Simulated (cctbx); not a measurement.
## Lattice, Laue class and space group of a new crystal

Cell: a = 8.4270 Å, b = 8.4270 Å, c = 9.2110 Å, α = 90.00°, β = 90.00°, γ = 120.00°. Expected content of the cell: Os8 Ce6 Cr18 Al6.

The data are simulated with cctbx, not measured: Mo Kα, λ = 0.71073 Å, to d = 0.6 Å, 70 % of the full sphere, strongest reflection 40000 counts, noise from counting, a 3 % proportional error and a noise floor of 15 counts (s.d.); no absorption.

A first pass over the reflections prints:

```text
7641 reflections to d = 0.600 A
centring   violations  <I/sigma> of those
    A       2314 of  3791      8.0
    B       2312 of  3782      8.1
    C       2296 of  3795      8.0
    I       2347 of  3822      8.1
    R       3325 of  5118     10.6
    F       3461 of  5684      8.0
Laue class    unique    Rint  (classes that these axes allow; Friedel mates merged)
P -1             4993   0.028
P 1 1 2/m        2824   0.032
P -3             1825   0.035
P -3 1 m         1002   0.037
P -3 m 1         1062   0.036
P 6/m             965   0.037
P 6/m m m         601   0.037
space group    extra absences  I>4sigma  <I/sigma>
P 6 2 2                 0          0         -  acentric
P 63 2 2               10          0       0.0  acentric
P 6 m m                 0          0         -  acentric
P 63 m c              334          0      -0.0  acentric
P -6 m 2                0          0         -  acentric
P -6 2 m                0          0         -  acentric
P -6 2 c              334          0      -0.0  acentric
P 6/m m m               0          0         -  centric
P 63/m m c            334          0      -0.0  centric
Wilson B = 0.31 A^2   <|E^2-1|> = 1.040 (0.968 centric, 0.736 acentric)   E^2>4: 4.6 %
shell (A)         n   <I/sigma>
 9.21 - 1.20     95     41.1
 1.20 - 0.95     78     42.2
 0.95 - 0.83     74     39.1
 0.83 - 0.76     74     36.0
 0.76 - 0.70     72     31.2
 0.70 - 0.66     70     34.1
 0.66 - 0.63     73     28.3
 0.63 - 0.60     65     27.9
```

Q: Read the symmetry from these tables.

Every centring test has many violations, so the lattice is primitive.

Rint stays low (0.028 to 0.037) up to P 6/m m m, the highest class in these axes.

9 settings pass the absence test. The most absences obeyed, 334, belong to P 63 m c, P -6 2 c and P 63/m m c, which absences can't tell apart.

⟨|E²−1|⟩ = 1.040 leans to a centrosymmetric structure. The Wilson B of 0.31 Å² means U ≈ 0.0039 Å².

The true group is P6_3/mmc (no. 194), Laue class 6/mmm, centrosymmetric. The tables only narrow the choice to the tied entries; cell content, site symmetry and trial solutions must settle it.

The model was made for the exercise: a known structure type with other elements put in, its volume estimated, not relaxed; displacement parameters are assumed.

[Logs are printed without paths, hosts, clocks, repeated set-up lines and the standing remarks that a program may print on its own settings, such as how far it seeks lower states.]
